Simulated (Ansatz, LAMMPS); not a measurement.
## Compressing and expanding a frame of amorphous polyoxymethylene (as short chains C15O14H32) from 400 K (244 atoms)

Aim: relax a frame of amorphous polyoxymethylene (as short chains C15O14H32) from 400 K (244 atoms), then change its volume to read the bulk modulus from the stress.

Calculated with Ansatz 0.2.0; Kohn-Sham DFT, PBE+D3(BJ), PAW (set soft_2), plane waves.

### 1. Set-up

The cell holds 244 atoms: 60 C, 56 O and 128 H. Its edges and angles: a = 13.290 Å, b = 13.290 Å, c = 13.290 Å, α = 90.0°, β = 90.0°, γ = 90.0°. 4 polyoxymethylene chains of 13 units with methyl end groups placed at random, at 1.24 g/cm³; overlaps pushed apart, then 20 ps at 800 K with MMFF94 bonds, angles, torsions, charges and radii (Halgren, J. Comput. Chem. 17, 490 (1996)) in harmonic and 12-6 forms. Snapshot after 30 ps at 400 K and fixed volume.

Limits known from the start: The network of contacts between molecules at the start is that of the classical potential that made the cell, and needn't be the one that DFT or experiment would give. Sampling is at Γ alone.

### 2. Single point at the start

The forces at the start show how far the geometry lies from a minimum of this functional.

Input file input.yaml:

```yaml
crystal:
  lattice:
    - [13.28958, 0.0, 0.0]
    - [0.0, 13.28958, 0.0]
    - [0.0, 0.0, 13.28958]
  atoms:
    - { symbol: C, position: [0.88978, 0.93069, 0.52878] }
    - { symbol: O, position: [0.964, 0.98708, 0.5864] }
    - { symbol: C, position: [0.91679, 0.06925, 0.63426] }
    - { symbol: O, position: [0.91365, 0.15565, 0.56743] }
    - { symbol: C, position: [0.0103, 0.19356, 0.5683] }
    - { symbol: O, position: [0.02446, 0.25091, 0.47639] }
    - { symbol: C, position: [0.03494, 0.18381, 0.39391] }
    - { symbol: O, position: [0.11162, 0.11291, 0.40653] }
    - { symbol: C, position: [0.20216, 0.17023, 0.38645] }
    - { symbol: O, position: [0.19613, 0.20948, 0.28959] }
    - { symbol: C, position: [0.21569, 0.13714, 0.21682] }
    - { symbol: O, position: [0.31808, 0.1003, 0.23885] }
    - { symbol: C, position: [0.34403, 0.03775, 0.15294] }
    - { symbol: O, position: [0.32327, 0.08794, 0.06031] }
    - { symbol: C, position: [0.32757, 0.01288, 0.98463] }
    - { symbol: O, position: [0.28964, 0.04877, 0.89346] }
    - { symbol: C, position: [0.18208, 0.04986, 0.90072] }
    - { symbol: O, position: [0.14118, 0.08107, 0.80716] }
    - { symbol: C, position: [0.1667, 0.18322, 0.78298] }
    - { symbol: O, position: [0.20317, 0.18996, 0.68346] }
    - { symbol: C, position: [0.29713, 0.14074, 0.67835] }
    - { symbol: O, position: [0.3449, 0.15491, 0.58435] }
    - { symbol: C, position: [0.36521, 0.25761, 0.57203] }
    - { symbol: O, position: [0.41844, 0.30084, 0.6546] }
    - { symbol: C, position: [0.5237, 0.3005, 0.63681] }
    - { symbol: O, position: [0.58193, 0.23084, 0.69109] }
    - { symbol: C, position: [0.68841, 0.25076, 0.68372] }
    - { symbol: O, position: [0.70448, 0.34158, 0.73507] }
    - { symbol: C, position: [0.8066, 0.34873, 0.75083] }
    - { symbol: H, position: [0.84793, 0.97702, 0.47188] }
    - { symbol: H, position: [0.84288, 0.90881, 0.59139] }
    - { symbol: H, position: [0.93163, 0.86098, 0.49907] }
    [... 206 atom lines left out ...]
    - { symbol: H, position: [0.43478, 0.96006, 0.54274] }
    - { symbol: H, position: [0.51176, 0.96698, 0.30013] }
    - { symbol: H, position: [0.41776, 0.99809, 0.38878] }
    - { symbol: H, position: [0.55236, 0.23504, 0.39432] }
    - { symbol: H, position: [0.52015, 0.16518, 0.26848] }
    - { symbol: H, position: [0.42924, 0.18247, 0.36546] }
kpoints:
  mp_grid: { grid: [1, 1, 1] }
hamiltonian:
  xc: pbe
  dispersion: d3bj
scf:
  occupations: { method: gaussian, width: 0.025 }
output:
  forces: true
```

On the command line:

```sh
> ansatz run input.yaml --threads 4 --pin off --max-ram 8192MiB --backend cpu --events-out ev --progress --plain --runs-dir out
```

Numbers of over 12 decimals in the logs are rounded to 6 here.

The log of the run:

```text
[...]
Pseudopotentials: kind: paw
Pseudopotential: C, paw, valence charge 4, recommended cutoff 420 eV (normal), C.paw.azcp
Pseudopotential: O, paw, valence charge 6, recommended cutoff 420 eV (normal), O.paw.azcp
Pseudopotential: H, paw, valence charge 1, recommended cutoff 420 eV (normal), H.paw.azcp
[... 5 lines on functional and potentials left out ...]
Crystal: 244 atoms, lattice volume = 2347.112 Å³
Basis set: ecut = 420 eV, 45961 PW (Γ), exchange–correlation on 180×180×180 points (8 copies of the dense FFT grid, shifted against one another)
Bands: 596, of which v1, the nominal top of the filled ones, is band 352 counted from 1 (351 counted from 0)
Symmetry: 1 space group operations
Space group: P1 (ITA 1), of the structure as read, at distance tolerance 1.3e-4 Å
k-points: 1
[... 7 lines on functional and potentials left out ...]
Initial density: superposition of atomic densities (neutral atoms: chi_scale 0, normalization atom), corrected by the library's trained network
Initial wavefunctions: pseudopotential atomic-orbital guess
[...]
SCF iter   1: F=—  HF=-48829.780682 eV  |F-HF|=—  |Δ(HF+E_count)|=         —  Δρ=5.86e-3  dr2=6.64e-1  ethr=1.77e-3  ⟨swp⟩=6.0  Hψ=2368  notcnv=0  defer=203
preconditioner: auto → Resta (q_TF=auto, 2.232 Å⁻¹)  ε∞=2.4  [insulator: Δε(μ)=5.125 eV  Ē_g=17.005 eV  σ=0.025 eV  W_gap=1.00  n_scr=460 (ndim 8)  ℏωp=20.3 eV  f_vac=0.239  D(μ)=0.00/eV (n_scr^D=0)  ε∞_Penn≈2.4]
SCF iter   2: F=—  HF=-48829.687746 eV  |F-HF|=—  |Δ(HF+E_count)|=   9.29e-2  Δρ=2.92e-3  dr2=1.40e-1  ethr=9.43e-5  ⟨swp⟩=2.0  Hψ=770  notcnv=0  defer=239
SCF iter   3: F=—  HF=-48829.703376 eV  |F-HF|=—  |Δ(HF+E_count)|=   1.56e-2  Δρ=1.21e-3  dr2=3.51e-2  ethr=1.98e-5  ⟨swp⟩=4.0  Hψ=664  notcnv=0  defer=51
automatic band count: iteration 3 solves 408 bands in place of 596: the levels show a gap, and the empty bands left out lie too high to hold charge; the band table lists the bands solved (type scf.n_extra_bands for more)
SCF iter   4: F=—  HF=-48829.702828 eV  |F-HF|=—  |Δ(HF+E_count)|=   5.48e-4  Δρ=3.30e-4  dr2=3.46e-3  ethr=4.99e-6  ⟨swp⟩=2.0  Hψ=710  notcnv=0  defer=51
SCF iter   5: F=—  HF=-48829.703666 eV  |F-HF|=—  |Δ(HF+E_count)|=   8.39e-4  Δρ=1.40e-4  dr2=5.19e-4  ethr=4.91e-7  ⟨swp⟩=2.0  Hψ=685  notcnv=0  defer=51
[...]
SCF iter   9: F=—  HF=-48829.703835 eV  |F-HF|=—  |Δ(HF+E_count)|=   4.03e-7  Δρ=3.37e-6  dr2=2.22e-7  ethr=1.38e-10  ⟨swp⟩=2.0  Hψ=709  notcnv=0  defer=51
SCF iter  10: F=-48829.703835 eV  HF=-48829.703835 eV  |F-HF|=1.98e-9  |Δ(HF+E_count)|=   7.82e-9  Δρ=1.08e-6  dr2=2.55e-8  ethr=1.42e-11  ⟨swp⟩=4.0  Hψ=1383  notcnv=0
SCF 1 converged in 10 iterations: F = -48829.703835 eV  dr2 = 2.55e-8
[...]
SCF converged after 10 iterations
Free energy (F): -48829.703835 eV
Harris-Foulkes:  -48829.703835 eV  (|F-HF|=1.98e-9)
Internal energy: -48829.703835 eV  (E = F + TS)
E sigma→0 (E₀):  -48829.703835 eV
Fermi energy:    2.335376 eV
--- Per-component energies (eV) ---
[...]
Σ components = -48829.703835   (vs F -48829.703835, Δ=0.00e0)
--- Forces (eV/Å), atoms counted from 1 ---
  atom   1  C      1.26166437    -0.61352161     0.32716018
  atom   2  O     -0.06254585     0.26476996    -0.56567654
  atom   3  C     -0.48233440    -0.60016358    -2.13701177
  atom   4  O     -1.67813294    -1.60618617     0.57505511
[...]
atom 244  H     -0.41989805    -0.02795558     0.12205173
  max |Σ_I F_I| component: 1.73e-4 eV/Å
```

The job ended after 34 s (4 threads of Arm Neoverse V1, shared host; peak memory 3.4 GiB; 2.2 min of CPU time).

The column dr2 measures how far the density is from self-consistency, as an energy; F and HF (Harris–Foulkes) agree once it is small.

The r.m.s. force at the start is 1.0 eV/Å.

### 3. Cell and atoms relaxed

The cell is relaxed with the atoms, since the starting lattice needn't suit this functional.

Input file input.yaml:

```yaml
crystal:
  lattice:
    - [13.28958, 0.0, 0.0]
    - [0.0, 13.28958, 0.0]
    - [0.0, 0.0, 13.28958]
  atoms:
    [... the 244 atom lines of step 2 ...]
kpoints:
  mp_grid: { grid: [1, 1, 1] }
hamiltonian:
  xc: pbe
  dispersion: d3bj
scf:
  occupations: { method: gaussian, width: 0.025 }
output:
  forces: true
relax:
  f_tol: 0.05
  max_steps: 150
  cell: {}
```

The log of the run:

```text
[...]
Pseudopotentials: kind: paw
Pseudopotential: C, paw, valence charge 4, recommended cutoff 420 eV (normal), C.paw.azcp
Pseudopotential: O, paw, valence charge 6, recommended cutoff 420 eV (normal), O.paw.azcp
Pseudopotential: H, paw, valence charge 1, recommended cutoff 420 eV (normal), H.paw.azcp
[... 5 lines on functional and potentials left out ...]
Crystal: 244 atoms, lattice volume = 2347.112 Å³
Basis set: ecut = 420 eV, 45961 PW (Γ), exchange–correlation on 180×180×180 points (8 copies of the dense FFT grid, shifted against one another)
Bands: 596, of which v1, the nominal top of the filled ones, is band 352 counted from 1 (351 counted from 0)
Symmetry: 1 space group operations
Space group: P1 (ITA 1), of the structure as read, at distance tolerance 1.3e-4 Å
k-points: 1
[... 7 lines on functional and potentials left out ...]
Initial density: superposition of atomic densities (neutral atoms: chi_scale 0, normalization atom), corrected by the library's trained network
Initial wavefunctions: pseudopotential atomic-orbital guess
[...]
SCF iter   1: F=—  HF=-48829.780682 eV  |F-HF|=—  |Δ(HF+E_count)|=         —  Δρ=5.86e-3  dr2=6.64e-1  ethr=1.77e-3  ⟨swp⟩=6.0  Hψ=2368  notcnv=0  defer=203
preconditioner: auto → Resta (q_TF=auto, 2.232 Å⁻¹)  ε∞=2.4  [insulator: Δε(μ)=5.125 eV  Ē_g=17.005 eV  σ=0.025 eV  W_gap=1.00  n_scr=460 (ndim 8)  ℏωp=20.3 eV  f_vac=0.239  D(μ)=0.00/eV (n_scr^D=0)  ε∞_Penn≈2.4]
[...]
SCF iter   9: F=—  HF=-48829.703835 eV  |F-HF|=—  |Δ(HF+E_count)|=   4.24e-7  Δρ=3.40e-6  dr2=2.26e-7  ethr=1.37e-10  ⟨swp⟩=2.0  Hψ=709  notcnv=0  defer=239
SCF iter  10: F=-48829.703835 eV  HF=-48829.703835 eV  |F-HF|=1.04e-9  |Δ(HF+E_count)|=   8.00e-9  Δρ=1.07e-6  dr2=2.49e-8  ethr=1.42e-11  ⟨swp⟩=4.0  Hψ=1469  notcnv=0
SCF 1 converged in 10 iterations: F = -48829.703835 eV  dr2 = 2.49e-8
[...]
relax step   1: F+E_penalty+E_count = -48829.70383514 eV  Δ(F+E_penalty+E_count) = +0.000e0 eV  max|allowed force component| = 4.778e0 eV/Å  Δτ_max = 0.0000 Å  P = +0.916 GPa  Ω = 2347.112 Å³  (10 SCF iters, dr2 threshold 1.00e-7 eV, accepted)
[... from here on, the SCF cycles and remarks between the steps are left out, and one step in 5 is shown ...]
relax step   2: F+E_penalty+E_count = -48840.83503820 eV  Δ(F+E_penalty+E_count) = -1.113e1 eV  max|allowed force component| = 1.490e0 eV/Å  Δτ_max = 0.1947 Å  P = -0.780 GPa  Ω = 2385.740 Å³  energy of the carried Pulay correction = -1.277e-1 eV  (7 SCF iters, dr2 threshold 2.44e-5 eV, accepted)
relax step   5: F+E_penalty+E_count = -48843.94755635 eV  Δ(F+E_penalty+E_count) = -2.225e-1 eV  max|allowed force component| = 2.094e-1 eV/Å  Δτ_max = 0.1910 Å  P = -0.232 GPa  Ω = 2337.097 Å³  energy of the carried Pulay correction = +3.344e-2 eV  (8 SCF iters, dr2 threshold 6.60e-6 eV, accepted)
relax step  10: F+E_penalty+E_count = -48844.43106653 eV  Δ(F+E_penalty+E_count) = +6.158e-2 eV  max|allowed force component| = 5.954e-1 eV/Å  Δτ_max = 0.1721 Å  P = +0.209 GPa  Ω = 2317.600 Å³  energy of the carried Pulay correction = +9.897e-2 eV  (7 SCF iters, dr2 threshold 1.16e-5 eV, rejected (line search))
relax step  15: F+E_penalty+E_count = -48844.74840445 eV  Δ(F+E_penalty+E_count) = -7.272e-2 eV  max|allowed force component| = 2.841e-1 eV/Å  Δτ_max = 0.1468 Å  P = -0.205 GPa  Ω = 2305.476 Å³  energy of the carried Pulay correction = +1.400e-1 eV  (7 SCF iters, dr2 threshold 1.30e-5 eV, accepted)
relax step  20: F+E_penalty+E_count = -48845.00611822 eV  Δ(F+E_penalty+E_count) = -8.060e-2 eV  max|allowed force component| = 1.533e-1 eV/Å  Δτ_max = 0.0957 Å  P = -0.124 GPa  Ω = 2290.434 Å³  energy of the carried Pulay correction = +1.912e-1 eV  (12 SCF iters, accepted)
relax step  25: F+E_penalty+E_count = -48845.12272783 eV  Δ(F+E_penalty+E_count) = -1.852e-2 eV  max|allowed force component| = 2.684e-1 eV/Å  Δτ_max = 0.1947 Å  P = -0.139 GPa  Ω = 2288.746 Å³  energy of the carried Pulay correction = +1.970e-1 eV  (8 SCF iters, dr2 threshold 7.31e-7 eV, accepted)
relax step  30: F+E_penalty+E_count = -48845.17662953 eV  Δ(F+E_penalty+E_count) = +2.284e-3 eV  max|allowed force component| = 9.558e-2 eV/Å  Δτ_max = 0.0410 Å  P = -0.045 GPa  Ω = 2287.597 Å³  energy of the carried Pulay correction = +2.009e-1 eV  (7 SCF iters, dr2 threshold 1.76e-6 eV, accepted)
relax step  35: F+E_penalty+E_count = -48845.22747765 eV  Δ(F+E_penalty+E_count) = -3.602e-3 eV  max|allowed force component| = 2.468e-1 eV/Å  Δτ_max = 0.1963 Å  P = -0.234 GPa  Ω = 2280.797 Å³  energy of the carried Pulay correction = +2.242e-1 eV  (8 SCF iters, dr2 threshold 2.12e-6 eV, rejected (line search))
relax step  39: F+E_penalty+E_count = -48845.23995177 eV  Δ(F+E_penalty+E_count) = +4.193e-3 eV  max|allowed force component| = 1.929e-2 eV/Å  Δτ_max = 0.0487 Å  P = -0.028 GPa  Ω = 2283.217 Å³  energy of the carried Pulay correction = +2.159e-1 eV  (10 SCF iters, accepted)
[...]
Step cancelled. What follows is not a result of the run: it is the report of the last solve that finished, which converged after 10 SCF iterations.
Free energy (F): -48845.239952 eV
Harris-Foulkes:  -48845.239952 eV  (|F-HF|=2.04e-10)
Internal energy: -48845.239952 eV  (E = F + TS)
E sigma→0 (E₀):  -48845.239952 eV
Fermi energy:    2.521158 eV
--- Per-component energies (eV) ---
[...]
Σ components = -48845.239952   (vs F -48845.239952, Δ=0.00e0)
--- Forces (eV/Å), atoms counted from 1 ---
  atom   1  C     -0.00467470     0.00210958    -0.00090394
  atom   2  O     -0.01466521    -0.00275652    -0.01776658
  atom   3  C     -0.00840717     0.00294287     0.00342910
  atom   4  O      0.00704929    -0.00074341     0.01024619
[...]
atom 244  H     -0.00002371    -0.00120937     0.00057988
  max |Σ_I F_I| component: 1.53e-5 eV/Å
--- Stress (GPa, compression-positive) ---
       -0.574427       0.000407       0.001445
        0.000407      -0.574142       0.002250
        0.001446       0.002250      -0.581014
  P = ⅓ Tr σ = -0.5765 GPa (-5.765 kbar)
--- Band table (eV) ---
  k-point 0: bands = ["-22.0994", "-22.0206", "-21.9663", "-21.9332", [... 580 levels ...], "12.0013", "12.0231", "12.0871", "12.0987", "12.1061", "12.1282", "12.1560", "12.1643", "12.1971", "12.2396", "12.2499", "12.2899"]
End of that report.
Error: SIGTERM received: cancelled by the caller after 5 completed SCF iterations
```

The job ended after 27 min (4 threads; peak memory 3.5 GiB).

The relaxation was stopped at its limit after 39 steps, with a largest force component of 0.019 eV/Å.

### 4. Single point at the relaxed geometry

One more single point at the end of the walk gives the fuller output and checks the residual forces.

Input file input.yaml:

```yaml
crystal:
  lattice:
    - [13.06914, 0.08378, -0.20349]
    - [0.08378, 13.22628, -0.05296]
    - [-0.20349, -0.05296, 13.21269]
  atoms:
    - { symbol: C, position: [0.87108, 0.89632, 0.4842] }
    - { symbol: O, position: [0.90156, 0.951, 0.57363] }
    - { symbol: C, position: [0.85197, 0.04519, 0.58162] }
    - { symbol: O, position: [0.88887, 0.11976, 0.51538] }
    - { symbol: C, position: [0.99085, 0.14869, 0.54232] }
    - { symbol: O, position: [0.01633, 0.2347, 0.48717] }
    [... 232 atom lines left out ...]
    - { symbol: H, position: [0.44163, 0.94814, 0.55192] }
    - { symbol: H, position: [0.51857, 0.01415, 0.31795] }
    - { symbol: H, position: [0.43122, 0.03316, 0.41949] }
    - { symbol: H, position: [0.58499, 0.25836, 0.39964] }
    - { symbol: H, position: [0.57894, 0.17567, 0.29211] }
    - { symbol: H, position: [0.46504, 0.20605, 0.35802] }
kpoints:
  mp_grid: { grid: [1, 1, 1] }
hamiltonian:
  xc: pbe
  dispersion: d3bj
scf:
  occupations: { method: gaussian, width: 0.025 }
output:
  forces: true
  stress: true
  populations: intrinsic
  dos:
    method: { smearing: { sigma: 0.08 } }
    de: 0.1
    projected: { site_lists: { C: [C], H: [H], O: [O] } }
  eigenvalues: true
  write_density: true
  write_potential: true
  volumetric_format: npy
```

The log of the run:

```text
[...]
Crystal: 244 atoms, lattice volume = 2283.219 Å³
Basis set: ecut = 420 eV, 44615 PW (Γ), exchange–correlation on 180×180×180 points (8 copies of the dense FFT grid, shifted against one another)
Bands: 596, of which v1, the nominal top of the filled ones, is band 352 counted from 1 (351 counted from 0)
Symmetry: 1 space group operations
[...]
k-points: 1
[...]
SCF iter   1: F=—  HF=-48845.102005 eV  |F-HF|=—  |Δ(HF+E_count)|=         —  Δρ=5.40e-3  dr2=4.99e-1  ethr=1.77e-3  ⟨swp⟩=6.0  Hψ=2668  notcnv=0  defer=11
[...]
SCF iter   9: F=-48845.065391 eV  HF=-48845.065391 eV  |F-HF|=4.33e-9  |Δ(HF+E_count)|=   3.83e-7  Δρ=1.80e-6  dr2=6.46e-8  ethr=1.42e-11  ⟨swp⟩=18.0  Hψ=4639  notcnv=0
SCF 1 converged in 9 iterations: F = -48845.065391 eV  dr2 = 6.46e-8
[...]
SCF converged after 9 iterations
Free energy (F): -48845.065391 eV
[...]
Internal energy: -48845.065391 eV  (E = F + TS)
E sigma→0 (E₀):  -48845.065391 eV
Fermi energy:    2.521305 eV
[...]
--- Forces (eV/Å), atoms counted from 1 ---
  atom   1  C     -0.00317144     0.00016930     0.00162676
  atom   2  O     -0.01349945    -0.00039651    -0.01627026
  atom   3  C     -0.00615029    -0.00053229     0.00290976
  atom   4  O      0.01085526     0.00193345     0.01106688
  atom   5  C     -0.00922471     0.00684477    -0.00850207
  atom   6  O     -0.00516381    -0.01724060     0.00370312
  atom   7  C      0.00231710     0.00232911     0.00129774
  atom   8  O     -0.00013015     0.00921405     0.00458877
  atom   9  C     -0.00323527    -0.00022687    -0.00036423
  atom  10  O      0.00180909    -0.00532799    -0.00059794
  atom  11  C      0.00238084     0.00433932     0.00206468
  atom  12  O     -0.00085737    -0.00402694    -0.00363005
  atom  13  C      0.00706595     0.00632673    -0.00434110
  atom  14  O     -0.00637789    -0.00322256     0.00864569
[...]
atom 243  H      0.00064113    -0.00012123    -0.00070505
  atom 244  H     -0.00531606    -0.00093007     0.00011830
  max |Σ_I F_I| component: 1.47e-4 eV/Å
--- Stress (GPa, compression-positive) ---
       -0.174775       0.036123      -0.074941
        0.036123      -0.117748      -0.019624
       -0.074941      -0.019624      -0.135398
  P = ⅓ Tr σ = -0.1426 GPa (-1.426 kbar)
--- Band table (eV) ---
[...]
--- intrinsic populations: 244 sites ---
  site symbol       q [e]
     0      C      4.3026
     1      O      6.3861
     2      C      3.9276
[...]
243      H      0.8504
  spilling = 0.000000 (of n_electrons = 704.000000)
```

The job ended after 67 s (4 threads; peak memory 3.4 GiB).

Numbers from this run:

```yaml
free_energy: -48845.0654 eV
free_energy_per_atom: -200.1847 eV/atom
scf_cycles: 9
pressure: -0.1426 GPa
r_m_s_force_component: 0.00373 eV/Å
longest_force: 0.0213 eV/Å
fermi_energy: 2.521 eV
spacing_of_highest_filled_and_lowest_empty_level: 5.395 eV
```

[end of part 1 of 2]

[Logs are printed without paths, hosts, clocks, repeated set-up lines and the standing remarks that a program may print on its own settings, such as how far it seeks lower states.]

[Hosts, paths, dates, database ids (printed as entryN), source tags and the programs' standing remarks are cut or masked in the printed files.]

[The MMFF94 radii named for the starting cell were scaled by 0.96; in molecules described by MMFF94, hydrogen bound to N, O or S took a small fixed 12-6 site in their place.]
